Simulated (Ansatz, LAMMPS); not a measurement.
# Electronic structure of amorphous poly(propylene oxide) (as short chains C35O12H72) at 380 K (238 atoms), part 2 of 2

Wanted: forces, charges and levels of amorphous poly(propylene oxide) (as short chains C35O12H72) at 380 K (238 atoms).

Ansatz 0.2.0; Kohn-Sham DFT, LDA, PAW (set soft_2), plane waves.

The cell: 70 C, 24 O and 144 H. The network of contacts between molecules at the start is that of the classical potential that made the cell. The functional has no dispersion term. The density was typed from a rule of thumb and may lie off the real one at this temperature. Sampling is at Γ alone, for a cell whose shortest periodic width is 13 Å.

So far: Set-up; The classical run that made the cell; Plane-wave single point.

## (3) Plane-wave single point (continued)

Electrostatic potential energy in the bc plane at fractional x = 0.121, with atoms of C and O and H within 0.2 Å of it. With pseudopotentials it is smooth inside the atoms' cores, unlike the true potential.

Ten even steps from '0' (-34 eV) to '9' (6 eV), each cell a mean:
```
999989999999999999999998789988400389999
987447999999999999999995355687666899999
761001889998689999999998600078889999999
765223447763169999999999732489999999999
999860004535789999999999988899999999999
999841237767899999999999999999999999999
999833889998999999999999999999999999999
999989999999999999999999999999999999999
999999999999999999999999999999999999999
999999999999999999999899999999999999999
999999999999999998673358999999999999999
999999999999999997430007999999999997558
999999998789999999873258999933889881003
999999999889999999995169999954888764227
999999999999999999998899999999997546899
999999999999999999999999999999994058999
999999999999999875899999999999998789999
999999997379998851699999999999999999999
999999974168999988999999999999999999999
999999820007678999999999999999999999999
999999851032004999999999999999999999999
999999988884126999999999999999999999999
999998999999999999999999999997677758999
999999999999999999999999999998411147999
```
Columns run along b (13.4 Å; values clipped at the 3rd and 97th percentile), rows up along c (13.4 Å). Atoms in or near the plane, at fractional coordinates: C at (0.16, 0.79), C at (0.09, 0.88), O at (0.32, 0.12), C at (0.22, 0.17), H at (0.30, 0.85), H at (0.11, 0.73), H at (0.43, 0.27), C at (0.53, 0.51), C at (0.81, 0.99), O at (0.94, 0.46), H at (0.54, 0.43), H at (0.84, 0.34), H at (0.73, 0.45).

Mean intrinsic-atomic-orbital charges: C -0.23, H +0.18, O -0.40 e. The largest share in the top eV of filled states is O p (69 % of the projected weight), and in the lowest eV of empty states H s (53 % of the projected weight).

## (4) Local order

Bonds and neighbours are counted at the geometry of the runs.

Density 0.936 g/cm³, 10.21 Å³ an atom.

g(r), total and by pair (bins of 0.2 Å):

| r (Å) | total | H-H | H-C | H-O | C-C | C-O | O-O |
| --- | --- | --- | --- | --- | --- | --- | --- |
| 1.00 | 2.50 | 0.00 | 7.00 | 0.00 | 0.00 | 0.00 | 0.00 |
| 1.20 | 1.64 | 0.00 | 4.59 | 0.00 | 0.00 | 0.00 | 0.00 |
| 1.40 | 0.90 | 0.00 | 0.00 | 0.00 | 1.47 | 13.07 | 0.00 |
| 1.60 | 0.79 | 0.71 | 0.00 | 0.00 | 6.00 | 0.25 | 0.00 |
| 1.80 | 0.84 | 2.29 | 0.00 | 0.00 | 0.00 | 0.00 | 0.00 |
| 2.00 | 0.81 | 0.27 | 0.86 | 3.29 | 0.00 | 0.00 | 0.00 |
| 2.20 | 1.40 | 0.80 | 2.33 | 1.93 | 0.08 | 0.56 | 0.00 |
| 2.40 | 1.14 | 1.13 | 0.34 | 1.10 | 2.26 | 4.67 | 0.00 |
| 2.60 | 1.24 | 1.21 | 0.96 | 2.60 | 0.72 | 1.24 | 0.00 |
| 2.80 | 1.01 | 1.02 | 1.12 | 1.36 | 0.25 | 0.72 | 0.86 |
| 3.00 | 0.81 | 1.03 | 0.69 | 0.69 | 0.79 | 0.45 | 1.10 |
| 3.20 | 0.62 | 0.73 | 0.62 | 0.65 | 0.15 | 0.40 | 1.62 |
| 3.40 | 0.84 | 0.84 | 0.97 | 1.15 | 0.20 | 0.35 | 0.29 |
| 3.60 | 0.85 | 0.98 | 0.83 | 0.53 | 0.93 | 0.49 | 2.03 |
| 3.80 | 0.95 | 1.12 | 0.92 | 0.82 | 0.72 | 0.64 | 1.18 |
| 4.00 | 0.91 | 0.89 | 1.13 | 0.91 | 0.57 | 0.44 | 0.00 |
| 4.20 | 1.00 | 0.99 | 1.06 | 0.94 | 1.16 | 0.65 | 0.37 |
| 4.40 | 1.14 | 1.15 | 1.19 | 0.89 | 1.36 | 0.77 | 1.39 |
| 4.60 | 1.09 | 1.21 | 1.05 | 1.01 | 1.07 | 0.81 | 0.81 |
| 4.80 | 1.04 | 1.02 | 1.11 | 0.84 | 1.20 | 0.99 | 0.29 |
| 5.00 | 1.02 | 1.04 | 0.98 | 1.01 | 1.19 | 1.08 | 0.67 |
| 5.20 | 1.04 | 0.99 | 1.08 | 1.07 | 1.09 | 0.86 | 1.24 |
| 5.40 | 1.01 | 0.93 | 1.08 | 0.92 | 1.02 | 1.26 | 0.58 |
| 5.60 | 0.95 | 0.97 | 0.88 | 1.08 | 1.10 | 0.90 | 0.96 |
| 5.80 | 1.08 | 1.02 | 1.05 | 1.12 | 1.01 | 1.47 | 1.08 |
| 6.00 | 1.00 | 0.95 | 0.93 | 1.11 | 1.10 | 1.27 | 1.48 |
| 6.20 | 0.93 | 0.91 | 0.98 | 0.95 | 0.86 | 0.94 | 0.78 |
| 6.40 | 1.03 | 1.02 | 0.99 | 1.08 | 1.08 | 1.14 | 0.90 |

Bonds by pair of elements; cutoffs follow the first minimum of g(r), held within bounds set by covalent radii, and pairs that aren't listed don't count as bonded:

| pair A-B | cutoff (Å) | bonds | mean length (Å) | spread (Å) | shortest (Å) | B about A | A about B |
| --- | --- | --- | --- | --- | --- | --- | --- |
| H-C | 1.34 | 144 | 1.09 | 0.034 | 1.03 | 1 | 2.06 |
| C-C | 1.85 | 44 | 1.53 | 0.037 | 1.45 | 1.26 | 1.26 |
| C-O | 1.73 | 48 | 1.44 | 0.029 | 1.36 | 0.686 | 2 |

How many atoms have how many bonded neighbours:

| element | mean | 1 | 2 | 4 |
| --- | --- | --- | --- | --- |
| C | 4 | 0 | 0 | 70 |
| H | 1 | 144 | 0 | 0 |
| O | 2 | 0 | 24 | 0 |

Bond angles (no mean is given where the spread exceeds 20°):

| angle | count | mean (°) | spread (°) |
| --- | --- | --- | --- |
| C-C-H | 154 | 110 | 5.1 |
| H-C-H | 100 | 108 | 5.1 |
| H-C-O | 78 | 110 | 4.1 |
| C-C-O | 66 | 110 | 4.5 |
| C-O-C | 24 | 112 | 3.2 |

With the cutoffs above, all C atoms have 4, all H atoms have 1 and all O atoms have 2 bonded neighbours. The C-C-H angle averages 110° with a spread of 5°.

Local excerpt of 11 atoms (numbers count through the whole input) about H91, picked at random; x, y, z are measured from there.

| atom | x | y | z | distance (Å) | bonds | intrinsic-atomic-orbital charge (e) | Fx | Fy | Fz (eV/Å) |
| --- | --- | --- | --- | --- | --- | --- | --- | --- | --- |
| H91 | 0.00 | 0.00 | 0.00 | 0.00 | 1 | 0.18 | 0.23 | -0.17 | 0.45 |
| C29 | -1.09 | -0.04 | -0.12 | 1.09 | 4 | -0.56 | 0.04 | -1.68 | 1.92 |
| H90 | -1.31 | 0.78 | -0.75 | 1.70 | 1 | 0.21 | -0.63 | 0.54 | -1.78 |
| H92 | -1.63 | 0.29 | 0.78 | 1.83 | 1 | 0.18 | 0.43 | -0.19 | 0.47 |
| C28 | -1.61 | -1.45 | -0.48 | 2.22 | 4 | 0.05 | -1.74 | 2.39 | 0.99 |
| H198 | 2.04 | 1.22 | -0.18 | 2.38 | 1 | 0.19 | -0.65 | -0.51 | -0.37 |
| H89 | -1.20 | -1.63 | -1.44 | 2.48 | 1 | 0.17 | 0.87 | -1.09 | -1.40 |
| H88 | -0.50 | -2.48 | 1.10 | 2.76 | 1 | 0.16 | -0.74 | -0.44 | -0.55 |
| H227 | 0.24 | 2.90 | -0.63 | 2.97 | 1 | 0.17 | 0.19 | 0.81 | -0.42 |
| C27 | -1.45 | -2.61 | 0.47 | 3.02 | 4 | -0.14 | 1.39 | -0.30 | -1.15 |
| O141 | 1.15 | 1.80 | 2.17 | 3.04 | 2 | -0.41 | -0.23 | -0.22 | 0.64 |

The column of bonds counts only the pairs H-C within 1.34 Å, C-C within 1.85 Å, C-O within 1.73 Å; other neighbours, such as metal atoms beside each other in a compound, aren't counted, and periodic images can show an atom twice.

## (5) What came out

* free energy per atom: -136.8438 eV/atom
* pressure: -0.5707 GPa
* r.m.s. force component: 1.033 eV/Å
* gap (highest filled to lowest empty level): 4.222 eV
* wall time of the 1 DFT run: 29 s

In words: The highest filled and lowest empty levels differ by 4.22 eV (at Γ alone); a local or semilocal functional tends to put such gaps too low. In a disordered cell it changes from sample to sample, and tail or defect levels can set it. With the cutoffs above, all C atoms have 4, all H atoms have 1 and all O atoms have 2 bonded neighbours.

What to keep in mind: The force components of 1.0 eV/Å r.m.s. come partly from thermal motion and partly from the difference between the classical potential and DFT, above all in bond lengths inside molecules. The pressure of a single frame lacks the kinetic term.

[Logs are printed without paths, hosts, clocks, repeated set-up lines and the standing remarks that a program may print on its own settings, such as how far it seeks lower states.]

[Hosts, paths, dates, database ids (printed as entryN), source tags and the programs' standing remarks are cut or masked in the printed files.]
